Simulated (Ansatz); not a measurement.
# bond stretched by 2.5 Å, between Li atomic chains under bias, part 2 of 2

Aim: the current at finite bias, with the potential solved under it.

Ansatz 0.2.0; DFT PBE, plane waves, PAW; current against voltage, self-consistent under bias.

So far: The structure; The sweep under bias.

## (2) The sweep under bias (continued)

Bias 1.5 V. The transmission and channels at 1.5 V by energy, zero at the mean Fermi level:

```
energy (eV)  transmission  channels, lower lead  channels, upper lead
     -1.034             0                     0                     1
     -0.957             0                     0                     1
     -0.879             0                     0                     1
     -0.827             0                     0                     1
     -0.750             0                     0                     1
     -0.672             0                     0                     1
     -0.595             0                     0                     1
     -0.543             0                     0                     1
     -0.465             0                     0                     1
     -0.388             0                     0                     1
     -0.310             0                     0                     1
     -0.259             0                     0                     1
     -0.181         0.149                     1                     1
     -0.103         0.206                     1                     1
     -0.026         0.224                     1                     1
      0.000         0.232                     1                     1
      0.026         0.242                     1                     1
      0.103         0.275                     1                     1
      0.181         0.307                     1                     1
      0.259         0.332                     1                     1
      0.310         0.346                     1                     1
      0.388         0.368                     1                     1
      0.465         0.393                     1                     1
      0.543         0.420                     1                     1
      0.595         0.438                     1                     1
      0.672         0.461                     1                     1
      0.750         0.469                     1                     1
      0.827         0.441                     1                     1
      0.879         0.343                     1                     1
      0.957             0                     1                     0
      1.034             0                     1                     0
```

The Hartree potential energy less that at 0 V, planar mean (0.3 V) oscillates, so the rows of the table below give means over windows of 6.27 Å about each position, cut where the curve ends. Its maxima inside the range that stand out by 2 % of the span (Å: eV): 98.5: 0.159, 121.0: 0.111, 126.6: 0.118, 132.5: 0.124, 138.5: 0.136, 146.7: -0.0751, 153.3: -0.0807, 159.2: -0.0834, 164.2: -0.101. Its minima: 118.3: 0.0952, 123.6: 0.0763, 129.5: 0.0744, 135.5: 0.0703, 143.7: -0.141, 150.0: -0.124, 156.3: -0.118, 162.2: -0.108, 184.0: -0.153.

Hartree potential energy less that at 0 V, planar mean against z; means over each step:

```
 z (Å)  0.3 V (eV)  0.6 V (eV)  1 V (eV)  1.5 V (eV)
 95.05      0.0925       0.191     0.325       0.488
101.32       0.149       0.305     0.517       0.773
107.59       0.130       0.274     0.476       0.725
113.86       0.108       0.230     0.402       0.627
120.13      0.0990       0.210     0.364       0.570
126.40      0.0959       0.199     0.344       0.554
132.67      0.0974       0.194     0.348       0.548
138.94      0.0759       0.159     0.266       0.452
145.21      -0.104      -0.217    -0.384      -0.598
151.48      -0.102      -0.215    -0.385      -0.619
157.75      -0.100      -0.215    -0.384      -0.610
164.02      -0.105      -0.224    -0.393      -0.615
170.29      -0.113      -0.240    -0.415      -0.652
176.56      -0.132      -0.269    -0.453      -0.701
182.83      -0.144      -0.287    -0.476      -0.720
189.10     -0.0659      -0.127    -0.206      -0.304
```

The electron density less that at 0 V, planar mean (0.3 V) oscillates, so the rows of the table below give means over windows of 5 Å about each position, cut where the curve ends. Its first 14 maxima inside the range that stand out by 2 % of the span (Å: e/Å³): 97.9: 7.8e-5, 104.1: 1.8e-5, 110.1: 2.0e-5, 116.0: 3.3e-5, 121.0: 1.0e-4, 126.2: 1.3e-4, 132.5: 1.5e-4, 139.1: 2.9e-4, 147.0: 1.4e-4, 153.3: 1.1e-4, 159.2: 9.3e-5, 163.9: 4.2e-5, 169.2: 2.0e-5, 173.8: 2.4e-5. Its first 14 minima: 100.8: -1.8e-5, 108.1: -2.2e-5, 114.0: -2.5e-5, 118.7: -5.7e-5, 123.3: -1.4e-4, 129.5: -1.5e-4, 135.5: -2.0e-4, 143.1: -2.9e-4, 150.0: -1.4e-4, 156.3: -1.2e-4, 162.2: -7.3e-5, 165.8: -2.5e-5, 171.5: -3.5e-5, 177.7: -2.6e-5.

The electron density less that at 0 V, planar mean by z; means over each step:

```
z (Å)  0.3 V (e/Å³)  0.6 V (e/Å³)  1 V (e/Å³)  1.5 V (e/Å³)
   95        1.8e-5        3.7e-5      6.3e-5        9.5e-5
  100        1.3e-5        2.5e-5      3.9e-5        5.6e-5
  105        6.0e-6        1.3e-5      2.1e-5        2.8e-5
  110        7.4e-7        3.0e-6      9.0e-6        1.3e-5
  115        4.7e-7        1.9e-6     -1.0e-6       -8.0e-6
  120        1.4e-5        3.0e-5      3.8e-5        2.5e-5
  125       -7.3e-7       -1.3e-5     -3.9e-5       -5.3e-5
  130       -2.2e-5       -5.1e-5     -7.2e-5       -8.6e-5
  135       -3.2e-5       -5.5e-5     -7.2e-5       -7.7e-5
  140        9.8e-5        2.1e-4      3.9e-4        6.6e-4
  145       -4.7e-5       -1.1e-4     -2.3e-4       -4.7e-4
  150       -3.0e-5       -5.6e-5     -7.5e-5       -7.0e-5
  155       -5.0e-6       -2.5e-6      1.7e-6        9.2e-6
  160        1.6e-5        3.1e-5      4.4e-5        5.4e-5
  165        1.4e-6        7.4e-7      1.5e-6        2.0e-5
  170        2.2e-7       -2.3e-6     -1.0e-5       -4.1e-5
  175        4.4e-6        7.8e-6      1.8e-5        2.9e-5
  180        3.0e-6        5.6e-6      6.5e-6        1.6e-5
  185       -3.7e-5       -7.5e-5     -1.3e-4       -1.9e-4
  190       -1.7e-6       -3.2e-6     -5.3e-6       -6.8e-6
```

By hand: at 1.5 V the window reaches from -0.75 to 0.75 eV, and the mean transmission a spin over it is 0.211. With sharp Fermi edges I = G0 × V × T̄ = 77.48 μS × 1.5 V × 0.211 = 24.5 μA, against 24.5 μA from the program at 300 K.

The zero-bias conductance is 0.392 G₀; current over voltage goes 0.353 at +0.3 V, 0.306 at +0.6 V, 0.261 at +1 V and 0.211 at +1.5 V in the same unit. The leads' misfit reaches 67 meV.

## (3) Results

```
conductance at zero bias : 0.392 G₀
current at +0.3 V        : 8.20 μA
current at +0.6 V        : 14.2 μA
current at +1 V          : 20.2 μA
current at +1.5 V        : 24.5 μA
```

What this shows: The junction conducts 0.392 G₀ at zero bias and carries 24.5 μA at 1.50 V. At 1.50 V the current is 0.54 times what the zero-bias conductance would give; over all biases of the sweep that ratio lies between 0.54 and 0.90. Of the 1.50 V, 1.15 V drops at the junction and the rest at the reservoirs. By +1 V a band edge of a lead has entered the bias window, and at +1.5 V 34 % of the window has no channel on one side; narrow lead bands can shape the curve there. The leads' misfit reaches 67 meV, above the few hundredths of an eV that the manual allows, so the currents are rough. A wire screens slowly, so the current depends on the leads' length and the box width; neither was converged here. Transport is coherent and elastic here: the atoms are frozen, so scattering by vibrations plays no part. A cutoff under the files' recommended one was taken to save time; its effect on T(E) was not tested here.

[Logs are printed without paths, hosts, clocks, repeated set-up lines and the standing remarks that a program may print on its own settings, such as how far it seeks lower states.]

[Hosts, paths, dates, database ids (printed as entryN), source tags and the programs' standing remarks are cut or masked in the printed files.]
